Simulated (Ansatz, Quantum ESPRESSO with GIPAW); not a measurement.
# Solid-state NMR of AlN by GIPAW, part 2 of 2

The task is to compute the NMR parameters of AlN site by site.

Quantum ESPRESSO with GIPAW; PBE.

So far. Step 3 (GIPAW: job nmr): An axis of order three or more runs through Al and N, so two principal values coincide and the skew is ±1. In this run the largest span is that of Al (site symmetry 3m), with principal values 432.0, 448.7 and 448.7 ppm.

The database entry behind the starting cell differs from later determinations by our own check (inner coordinate u about 0.002 short), so it need not match the best structure at ambient conditions.

### 4. Quadrupolar couplings (continued)

Level of this step: DFT, PBE, plane-wave PAW, default files, scalar-relativistic, field gradients (Ansatz).

gipaw.x (job efg) gives them too, in 1.9 s; on PAW files it lacks the augmentation charge of neighbouring atoms. V_zz in 10²¹ V/m²:

| site | Ansatz | gipaw.x | η_Q, first | η_Q, second |
| --- | --- | --- | --- | --- |
| Al | 0.485 | 0.454 | 0.00 | 0.00 |
| N | -0.018 | 0.001 | 0.00 | 0.00 |

Gradients over 0.05 agree within 7 %.

Among nuclei of half-integer spin the second-order effect is largest for 27Al on Al (spin 5/2, C_Q 1.72 MHz): at 9.4 T it moves the centre of gravity of the MAS line by -1.6 ppm from δ_iso, and by a quarter of that at twice the field, by δ_Q = −(3/40)(C_Q/ν0)²(1 + η²/3)[I(I+1) − 3/4]/[I²(2I−1)²] × 10⁶ ppm with ν0 = 104.4 MHz.

### 5. NMR parameters by site

Covalently bonded atoms count as neighbours within 1.18 times the sum of their radii. Otherwise a cation's neighbours lie within 1.2 times its shortest bond (1.3 for large cations, each anion's radius taken off where they differ), and an anion's are the cations that count it.

```csv
site,atom no.,atoms in cell,surroundings,bonds (Å),σ_iso (ppm),C_Q (MHz),η_Q
Al,1,2,AlN4,1.89 to 1.90,443.2,1.72,0.00
N,3,2,bound to Al4,1.89 to 1.90,116.7,-0.01,0.00
```

Simulated spectrum: 15N static powder, 23.5 T (101.5 MHz), lines broadened by 1 ppm; the axis counts ppm from the isotropic position of N, as −Δσ; rigid lattice, with dipolar and J couplings left out.

offset (ppm), intensity and a bar:
```
      7.5       0.00 
      7.0       0.00 
      6.4       0.01 
      5.8       0.01 
      5.3       0.01 
      4.8       0.02 #
      4.2       0.06 ##
      3.7       0.30 #########
      3.1       0.91 ###########################
      2.8       1.00 ##############################
      2.5       0.91 ###########################
      2.0       0.67 ####################
      1.4       0.53 ################
      0.9       0.46 ##############
      0.3       0.41 ############
     -0.2       0.38 ###########
     -0.8       0.35 ##########
     -1.3       0.33 ##########
     -1.9       0.31 #########
     -2.4       0.29 #########
     -3.0       0.28 ########
     -3.5       0.26 ########
     -4.1       0.25 ########
     -4.7       0.24 #######
     -5.2       0.23 #######
     -5.7       0.20 ######
     -6.3       0.12 ####
     -6.9       0.03 #
     -7.4       0.01 
     -8.0       0.00 
     -8.5       0.00 
     -9.1       0.00 
     -9.6       0.00 
    -10.2       0.00 
    -10.7       0.00
```

Most prominent maxima (ppm: height): 2.8: 1.00.

### 6. What the settings change

Each row names what was changed: the structure as given shows what the relaxation did; another functional shows how far the paramagnetic term hangs on the exchange-correlation form; another cutoff tests the basis; another mesh tests the sampling of the zone.

Changes of σ_iso (ppm) against the run above (PBE, cutoffs 55 and 340 Ry, mesh 8×8×4, 3.9 min). Times are CPU times of pw.x and gipaw.x together, on 4 MPI ranks of Intel Xeon 6975P-C (Granite Rapids), shared host; on a shared host they are rough. A run is marked as doubtful where the f-sum miss passes 0.015 electrons, or that much for each three atoms in larger cells (with Tl, Pb, Hg, Bi or Sn a third of that, or a mesh spacing over 0.26 Å⁻¹), or where the susceptibility is unphysically large.

| run | CPU time | f-sum miss | Al | N |
| --- | --- | --- | --- | --- |
| structure as given | 4.5 min | 0.0047 | -0.3 | -0.2 |
| LDA | 4.3 min | 0.0049 | -17.4 | -11.5 |
| cutoffs 40 and 340 Ry (coarse on purpose) | 3.1 min | 0.0054 | +0.0 | -0.2 |
| mesh 5×5×3 (marked) | 2 min | 0.13 | -3.2 | -11.4 |
| Wu-Cohen | 3.6 min | 0.0050 | -3.2 | -6.8 |
| cutoffs 70 and 420 Ry | 4.1 min | 0.0042 | +0.0 | +0.0 |

The largest move is -17.4 ppm, on Al, from LDA.

### 7. A bad input

One more run, with a slip of the kind that is easily made.

File scf.in:

```
&control
  calculation = 'scf'
  prefix = 'x'
  outdir = './tmp/'
  pseudo_dir = './'
/
&system
  ibrav = 0
  nat = 4
  ntyp = 2
  ecutwfc = 55
  ecutrho = 340
  nbnd = 8
/
&electrons
  conv_thr = 1.0d-10
  mixing_beta = 0.7
  electron_maxstep = 100
/
ATOMIC_SPECIES
  Al 26.982 Al.pbe-n-kjpaw_psl.1.0.0-gipaw.UPF
  N 14.007 N.pbe-n-kjpaw_psl.1.0.0-gipaw.UPF
CELL_PARAMETERS angstrom
  3.11300000 0.00000000 0.00000000
  -1.55650000 2.69593708 0.00000000
  0.00000000 0.00000000 4.98100000
ATOMIC_POSITIONS crystal
  Al 0.66666667 0.33333333 0.49901639
  Al 0.33333333 0.66666667 -0.00098361
  N 0.66666667 0.33333333 0.88098361
  N 0.33333333 0.66666667 0.38098361
K_POINTS automatic
  8 8 4 0 0 0
```

The run is started by

```bash
$ mpirun -np 4 pw.x -nk 4 -in scf.in > scf.out
```

This SCF reached its threshold; then the response:

File nmr.in:

```
&inputgipaw
  job = 'magres'
  prefix = 'x'
  tmp_dir = './tmp/'
  restart_mode = 'from_scratch'
  verbosity = 'low'
  q_gipaw = 0.01
  spline_ps = .true.
  conv_threshold = 1.0d-14
  use_nmr_macroscopic_shape = .false.
  pawproj(1) = .true.
  pawproj(2) = .true.
/
```

The run is started by

```bash
$ mpirun -np 4 gipaw.x -in nmr.in > nmr.out
```

Output:

```text
[banner, memory and clock lines left out]
[a note of our patched build left out]

     Parallelizing q-star over 1 images

     IMPORTANT: XC functional enforced from input :
     Exchange-correlation= PBE
                           (   1   4   3   4   0   0   0)
     Any further DFT definition will be discarded
     Please, verify this is what you really want

     Check: negative core charge=   -0.000002
[...]
alpha_pv=     30.4018 eV

     spline_ps is .false., expect some extrapolation errors

     q-space interpolation up to    66.00 Rydberg

     GIPAW job: magres

     Error in routine gipaw_main:
     wrong or undefined job in input

     stopping ...
```

Run time: 1.9 s. Hardware: 4 MPI ranks of Intel Xeon 6975P-C (Granite Rapids), shared host; peak memory 0.28 GiB.

The program stopped with an error: Error in routine gipaw_main: wrong or undefined job in input. The fault: an unknown job. 

### 8. What came out

| Item | Value |
| --- | --- |
| 27Al shielding without shape term | 443.2 ppm |
| 27Al size of C_Q | 1.72 MHz |
| 15N shielding without shape term | 116.7 ppm |
| 14N size of C_Q | 0.01 MHz |

**Reading.** 27Al has one site (AlN4), with isotropic shielding 443.2 ppm (shape term left out) and C_Q 1.72 MHz. A shift needs a reference, δ = σ_ref − σ, fixed on measured compounds; for 27Al of this kind at this level too few were at hand, or they scattered too widely about a line, so none is given. Going to cutoffs 70 and 420 Ry changes no isotropic shielding by more than 0.037 ppm, so the main run is converged in that respect. A finer mesh was not carried through on these files. The cheaper run with cutoffs 40 and 340 Ry takes about 80 % of the time and is off by 0.0033 ppm on Al, and by 0.19 ppm at most. The largest change with the functional is 17.4 ppm in absolute shielding; part of that drops out once each functional has its own reference line. This build of gipaw.x prints that it is not audited and that its numbers are no references by themselves. It also reports spline_ps as false although the input sets it; why was not traced.

[Banner, clock, file and message-heading lines were taken out of the pw.x and gipaw.x logs.]

[Logs are printed without paths, hosts, clocks, repeated set-up lines and the standing remarks that a program may print on its own settings, such as how far it seeks lower states.]

[Hosts, paths, dates, database ids (printed as entryN), source tags and the programs' standing remarks are cut or masked in the printed files.]

[Where no reference line passes its bar on scatter, no shift is given, so a measured shift of this compound may stand uncompared.]
